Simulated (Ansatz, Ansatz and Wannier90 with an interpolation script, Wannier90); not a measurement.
Rows from a G0W0 calculation on PbF2 (Aea2) (Ansatz 0.2.0; G0W0 on LDA, plane waves, PAW; 4×4×4 mesh, 409 empty bands, screening to 140 eV), in eV. Spin-orbit coupling is left out.

```
row                         k  band   start       Σx  Σc at the solution      Vxc
  A                         Γ    c2  10.415   -7.951              -3.953  -13.237
  B                         Γ    c1   8.145   -8.291              -3.477  -12.925
  C  (-0.500, -0.500, -0.500)    c1   9.720  -10.451              -3.449  -15.202
  D  (-0.500, -0.500, -0.500)    v1   3.907  -27.448               3.704  -22.813
  E                         Γ    v1   3.732  -26.708               3.561  -22.186
  F                         Γ    v2   2.611  -31.245               6.381  -23.766
```

Work out each quasiparticle level and how far it moved.

The quasiparticle equation reads E = start + Σx + Σc(E) − Vxc.

```
row  E (eV)  shift (eV)
  A  11.748      +1.333
  B   9.302      +1.157
  C  11.022      +1.302
  D   2.975      −0.932
  E   2.771      −0.961
  F   1.513      −1.098
```

Limits: not at the basis limit; no spin-orbit coupling.

[Paths, hosts, dates, memory and timing lines, banners, echoed tables and standing remarks are left out of the program output.]

[Logs are printed without paths, hosts, clocks, repeated set-up lines and the standing remarks that a program may print on its own settings, such as how far it seeks lower states.]

[Runs of the session that timed out or met a known fault of the program may be left out.]

[Hosts, paths, dates, database ids (printed as entryN), source tags and the programs' standing remarks are cut or masked in the printed files.]
